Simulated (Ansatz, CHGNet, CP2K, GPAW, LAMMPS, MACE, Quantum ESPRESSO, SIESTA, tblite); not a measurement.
# Glassy 25SiO2-50B2O3-12CaO-12Na2O (mol %) (62 atoms): atom by atom

62 atoms (4 Si, 16 B, 2 Ca, 4 Na, 36 O) placed at random at 2.2 g/cm³, melted at 3000 K for 20 ps at fixed volume with the Buckingham and Coulomb pair potential of Guillot and Sator (Geochim. Cosmochim. Acta 71, 1249 (2007)) with the boron terms of Wang et al. (J. Non-Cryst. Solids 498, 294 (2018)). Quenched from 3000 K to 300 K at 20 K/ps and fixed volume, held 10 ps at zero pressure.

Geometry: the geometry as built. Computed with MACE MP-0b2 small: machine-learned interatomic potential MACE MP-0b2 small, trained on PBE(+U) plane-wave data; published weights, no electronic structure; density 2.40 g/cm³.

Extended XYZ; positions in Å, forces in eV/Å:

```xyz
62
Lattice="8.940 0.000 0.000 0.000 8.940 0.000 0.000 0.000 8.940" Properties=species:S:1:pos:R:3:forces:R:3 pbc="T T T"
Si 4.019 4.117 4.748 -1.016 0.737 -1.059
Si 8.771 8.307 6.683 -1.104 -0.541 -1.428
Si 1.095 4.063 0.861 1.414 -0.604 0.889
Si 5.538 2.666 8.165 0.915 0.122 0.232
B 3.867 6.275 2.921 0.495 0.649 0.018
B 6.107 6.116 1.409 -2.713 -0.113 2.426
B 8.744 5.405 5.610 -1.589 0.634 -1.243
B 0.287 2.435 3.233 0.549 0.328 0.827
B 8.328 6.208 2.910 2.389 0.071 2.284
B 4.057 1.921 2.953 -0.395 -1.005 -0.314
B 5.291 8.568 3.906 -0.215 0.225 1.093
B 3.199 2.243 0.669 -1.901 -0.609 0.578
B 7.775 0.359 4.072 -0.441 -0.856 0.939
B 8.356 2.312 8.864 -0.073 -1.742 -0.889
B 1.470 7.011 1.520 -1.181 -0.061 0.599
B 1.520 3.441 5.387 0.120 1.772 -0.491
B 1.382 0.399 8.697 -0.101 0.406 0.989
B 6.136 5.100 6.566 0.121 0.632 0.426
B 5.005 0.563 6.593 1.918 -2.321 -2.134
B 6.129 7.545 7.928 0.895 -0.589 -3.565
Ca 4.006 8.536 0.995 -0.709 0.492 0.312
Ca 8.081 5.685 8.313 0.215 0.207 -0.726
Na 2.218 7.322 4.840 0.078 -0.075 -0.289
Na 3.910 5.517 8.407 -0.142 -0.390 0.125
Na 7.524 8.712 1.165 0.675 0.538 0.254
Na 6.704 3.895 3.817 0.359 0.155 0.094
O 4.890 5.664 1.993 1.799 -0.277 -1.346
O 8.293 0.177 5.328 0.424 0.356 0.290
O 5.058 1.893 6.831 -0.760 0.415 -0.563
O 5.916 6.465 7.014 -0.589 -0.434 -0.246
O 0.283 1.283 0.227 -1.650 0.334 0.212
O 4.752 0.707 3.036 -0.401 0.938 -1.098
O 5.131 0.022 5.318 -0.737 0.637 1.171
O 0.997 2.633 4.414 -0.351 -0.327 -0.292
O 4.555 7.382 3.593 -0.240 -0.178 0.312
O 2.904 3.382 5.664 -0.954 -0.200 0.440
O 0.060 6.762 6.158 1.408 0.110 0.572
O 2.762 6.882 2.122 0.790 0.544 -0.363
O 3.291 5.302 3.833 0.186 0.000 0.591
O 4.525 3.014 3.651 0.681 -0.422 -0.097
O 7.508 4.874 6.202 0.462 -0.722 0.668
O 7.543 8.067 7.740 0.158 0.046 1.670
O 1.424 8.072 0.553 0.110 -0.575 -0.045
O 6.999 2.065 8.581 1.974 -0.166 0.953
O 1.053 5.700 0.896 -0.053 -1.746 -1.619
O 8.893 3.589 8.726 -1.116 0.885 -0.704
O 2.936 1.957 2.095 1.480 -0.162 1.869
O 2.632 1.069 8.910 1.478 -0.188 -0.988
O 2.493 3.448 0.334 -0.087 1.830 -0.403
O 5.276 4.718 5.515 -0.611 -0.356 -0.988
O 0.343 7.139 2.559 -0.371 0.790 0.159
O 5.967 6.953 0.329 0.109 0.815 1.329
O 8.251 1.401 3.281 0.425 1.219 -1.275
O 7.340 5.856 1.971 -0.531 -0.607 -0.707
O 0.874 4.533 5.952 0.985 -0.945 0.003
O 6.772 8.443 3.606 0.402 0.586 -0.575
O 8.527 5.520 4.124 -1.242 0.079 -1.941
O 4.618 2.360 0.519 0.574 -0.016 -0.570
O 5.773 4.216 7.793 -0.022 0.797 0.521
O 1.160 0.062 7.292 -0.206 -0.451 -0.653
O 5.236 8.625 7.666 -1.485 0.430 1.874
O 0.444 3.351 2.180 -0.603 -1.100 1.887
```

The quench rate of 20 K/ps is many orders above laboratory rates, so the cell is likely richer in defects and strain than a real sample. The network of bonds at the start is that of the classical potential that made the cell, and needn't be the one that DFT or experiment would give.

The r.m.s. force component is 0.960 eV/Å; the longest force, 3.72 eV/Å, acts on B20.

[Long decimals in the printed logs are rounded to 6 places.]

[Logs are printed without paths, hosts, clocks, repeated set-up lines and the standing remarks that a program may print on its own settings, such as how far it seeks lower states.]

[Hosts, paths, dates, database ids (printed as entryN), source tags and the programs' standing remarks are cut or masked in the printed files.]
